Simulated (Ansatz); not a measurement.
# Where Si_C (site 1) puts its levels in the gap of SiC (P6_3mc)

Charge states of Si_C (site 1) in SiC (P6_3mc), set against the band edges. Model: a cell of 108 host atoms with 1 C taken out and 1 Si put in.

Method: place-levels on r2SCAN runs: charge-transition levels and formation energies with image-charge correction and potential alignment at the atomic sites; PAW set soft_1, in Ansatz 0.2.0.

**What experiment says.**

“Charge spill-out and work function of few-layer graphene on SiC(0001)” (2018, arxiv:1806.04908) quotes from earlier work for SiC, 6H (bulk crystal, literature): band gap (indirect gap, experimental literature value) 3.03 eV [Literature value cited in passing in the theory part; temperature and measurement method …].

**1. Set-up**

The cell holds 108 atoms: 55 Si and 53 C. Cell: a = 9.236 Å, b = 9.236 Å, c = 15.108 Å, α = 90.0°, β = 90.0°, γ = 120.0°. It derives from SiC (space group P6_3mc). Nearest the centre at fractional (0.556, 0.444, 0.542): Si59 at 0.00 Å, Si89 at 1.89 Å, Si53 at 1.89 Å, Si101 at 1.89 Å, Si51 at 1.89 Å, C23 at 3.08 Å, C47 at 3.08 Å, C11 at 3.08 Å.

The host's dielectric constants go in as inputs: (7.09, 7.09, 7.35) for the electrons alone, (10.43, 10.43, 10.95) with the ions, computed on the host (DFPT, PBEsol, on the r2SCAN cell), and a cell off the functional's own equilibrium shifts the ionic part.

The cell's shortest repeat is 9.2 Å.

**2. What was run first**

Levels follow from differences of total energies between charge states, each relaxed by itself.

Each atom starts 0.05 Å or so off its site in a random direction: a symmetric start keeps its symmetry, and would miss off-centre moves and Jahn–Teller distortions. Forces are taken at one point at (¼, ¼, ¼). The cell holds 2 electrons more than the neutral one, with a uniform background that keeps it neutral on the whole.

The sampling was tested on the host first: at the k-points planned (1x1x1 shifted 0.25 0.25 0.25) its energy lies -0.041 eV an atom from the dense-mesh value, a large miss, so this sampling is coarse for the host.

One of the inputs; charge, spin and start change from state to state.

File qm2.relax/input.yaml:

```yaml
crystal:
  lattice:
    - [9.23599493, 0.0, 0.0]
    - [-4.61799746, 7.99860624, 0.0]
    - [0.0, 0.0, 15.1078644]
  atoms:
    - { symbol: Si, position: [0.11111111, 0.22222222, 0.8329854] }
    - { symbol: Si, position: [0.22222222, 0.11111111, 0.3329854] }
[... 8 atom lines left out ...]
    - { symbol: C, position: [0.22222222, 0.11111111, 0.54152848] }
[... 11 atom lines left out ...]
    - { symbol: C, position: [0.22222222, 0.44444444, 0.54152848] }
[... 5 atom lines left out ...]
    - { symbol: Si, position: [0.0, 0.66666667, 0.49972248] }
[... 11 atom lines left out ...]
    - { symbol: Si, position: [0.33333333, 0.0, 0.49972248] }
[... 3 atom lines left out ...]
    - { symbol: C, position: [0.44444444, 0.22222222, 0.70799668] }
[... 1 atom line left out ...]
    - { symbol: C, position: [0.55555556, 0.11111111, 0.54152848] }
[... 2 atom lines left out ...]
    - { symbol: Si, position: [0.55555556, 0.44444444, 0.3329854] }
    - { symbol: Si, position: [0.55555556, 0.44444444, 0.66650102] }
[... 1 atom line left out ...]
    - { symbol: Si, position: [0.33333333, 0.33333333, 0.49972248] }
[... 2 atom lines left out ...]
    - { symbol: C, position: [0.33333333, 0.33333333, 0.37436694] }
    - { symbol: C, position: [0.44444444, 0.55555556, 0.70799668] }
[... 1 atom line left out ...]
    - { symbol: Si, position: [0.55555556, 0.44444444, 0.54152848] }
[... 11 atom lines left out ...]
    - { symbol: C, position: [0.55555556, 0.77777778, 0.54152848] }
[... 17 atom lines left out ...]
    - { symbol: Si, position: [0.66666667, 0.33333333, 0.49972248] }
[... 2 atom lines left out ...]
    - { symbol: C, position: [0.66666667, 0.33333333, 0.37436694] }
    - { symbol: C, position: [0.77777778, 0.55555556, 0.70799668] }
[... 1 atom line left out ...]
    - { symbol: C, position: [0.88888889, 0.44444444, 0.54152848] }
[... 5 atom lines left out ...]
    - { symbol: Si, position: [0.66666667, 0.66666667, 0.49972248] }
[... 2 atom lines left out ...]
    - { symbol: C, position: [0.66666667, 0.66666667, 0.37436694] }
[... 2 atom lines left out ...]
    - { symbol: C, position: [0.88888889, 0.77777778, 0.54152848] }
    - { symbol: C, position: [0.77777778, 0.88888889, 0.04152848] }
  host:
    repeats: [3, 3, 1]
    atoms:
      - { symbol: Si, position: [0.33333333, 0.66666667, 0.8329854] }
      - { symbol: Si, position: [0.66666667, 0.33333333, 0.3329854] }
      # ... 10 more atoms of the perfect host
total_charge: -2
basis:
  ecutwfc: 500
  xc_grid: 2
hamiltonian:
  xc: r2scan
  pseudopotentials: { kind: paw, azcp: { folder: soft_1 } }
kpoints:
  mp_grid: { grid: [1, 1, 1], shift: [0.25, 0.25, 0.25] }
scf:
  occupations: { method: fixed }
  max_iter: 100
output:
  forces: true
  charged_corrections:
    epsilon: [7.09, 7.09, 7.35]
    static_epsilon: [10.43, 10.43, 10.95]
    defect_position: [0.555556, 0.444444, 0.541528]
relax:
  f_tol: 0.02
  max_steps: 80
  random_displacement: { amplitude: 0.05, seed: 5893 }
checkpoint:
  write: "../qm2.relax.run"
  compress: false
  write_wavefunctions: true
  write_every: 100000
```

Launch:

```
ansatz run input.yaml --threads 8 --pin off --max-ram 15073MiB --backend cpu --events-out ev --progress --plain --runs-dir out
```

Defect states can disperse in a cell of this size, so the energy is taken again at a 2×2×2 shifted mesh, on the relaxed structure.

The run of this state that the levels use, under r2SCAN:

File qm2.point/input.yaml:

```yaml
crystal:
  checkpoint: "../qm2.relax.run"
  host: checkpoint
total_charge: -2
basis:
  ecutwfc: 500
  xc_grid: 2
hamiltonian:
  xc: r2scan
  pseudopotentials: { kind: paw, azcp: { folder: soft_1 } }
kpoints:
  mp_grid: { grid: [2, 2, 2], shift: [0.5, 0.5, 0.5] }
scf:
  occupations: { method: fermi_dirac, width: 0.01 }
  max_iter: 100
output:
  forces: true
  eigenvalues: true
  charged_corrections:
    epsilon: [7.09, 7.09, 7.35]
    static_epsilon: [10.43, 10.43, 10.95]
    defect_position: [0.555556, 0.444444, 0.541528]
  eigenstates: { localisation: true }
  populations: true
  band_densities: [{ bands: [v1, v1] }, { bands: [c1, c1] }]
  write_density: true
  write_potential: true
  volumetric_format: npy
checkpoint:
  read: "../qm2.relax.run"
  write: "../qm2.point.run"
  compress: false
  write_wavefunctions: false
  write_every: 100000
```

Relaxations under r2SCAN at one point at (¼, ¼, ¼); times on 8 threads of Arm Neoverse V1, shared host:

```tsv
charge	moment (μB)	occupations	outcome	steps	largest displacement against the far atoms (Å)	time
−2	0	fixed	converged	9	0.30	2.6 min
−1	1	fixed	converged	7	0.29	4.6 min
0	0	fixed	converged	6	0.28	1.7 min
+1	1	fixed	converged	9	0.31	6.1 min
+2	0	fixed	converged	10	0.34	2.9 min
−2	2	fixed	converged	6	0.29	4.4 min
+2	2	fixed	converged	7	0.36	4.8 min
```

Single points under r2SCAN at a 2×2×2 shifted mesh; times on 8 threads of Arm Neoverse V1, shared host:

```tsv
charge	moment (μB)	occupations	outcome	time
−2	0	fermi-dirac	converged	2 min
−1	1	fermi-dirac	converged	5 min
0	0	fermi-dirac	converged	1.8 min
+1	1	fermi-dirac	converged	4.7 min
+2	0	fermi-dirac	converged	1.9 min
−2	2	fermi-dirac	converged	4.4 min
+2	2	fermi-dirac	converged	4.4 min
```

Distances (Å) from Si59 to the nearest atoms after relaxation with r2SCAN:

```tsv
charge	moment (μB)	1.	2.	3.	4.	5.	6.
−2	0	Si 2.14	Si 2.14	Si 2.14	Si 2.15	C 3.12	C 3.12
−2	2	Si 2.14	Si 2.14	Si 2.14	Si 2.15	C 3.12	C 3.12
−1	1	Si 2.14	Si 2.14	Si 2.14	Si 2.15	C 3.12	C 3.12
0	0	Si 2.13	Si 2.14	Si 2.14	Si 2.14	C 3.12	C 3.12
+1	1	Si 2.15	Si 2.16	Si 2.16	Si 2.21	C 3.09	C 3.09
+2	0	Si 2.16	Si 2.16	Si 2.17	Si 2.28	C 3.03	C 3.06
+2	2	Si 2.17	Si 2.17	Si 2.21	Si 2.22	C 3.10	C 3.10
```

(Part 1 of 2 ends here.)

[Logs are printed without paths, hosts, clocks, repeated set-up lines and the standing remarks that a program may print on its own settings, such as how far it seeks lower states.]

[Hosts, paths, dates, database ids (printed as entryN), source tags and the programs' standing remarks are cut or masked in the printed files.]

[Where a table of states has a column of steps, it counts the stored structures, which are thinned; the runs took as many ionic steps or more.]

[A defect's name tells the site on which it was built; relaxed atoms can leave that site.]

[For some hosts the program warned that the k-mesh of the response run may be too coarse for force constants and the static dielectric constant; such warnings are not shown here.]
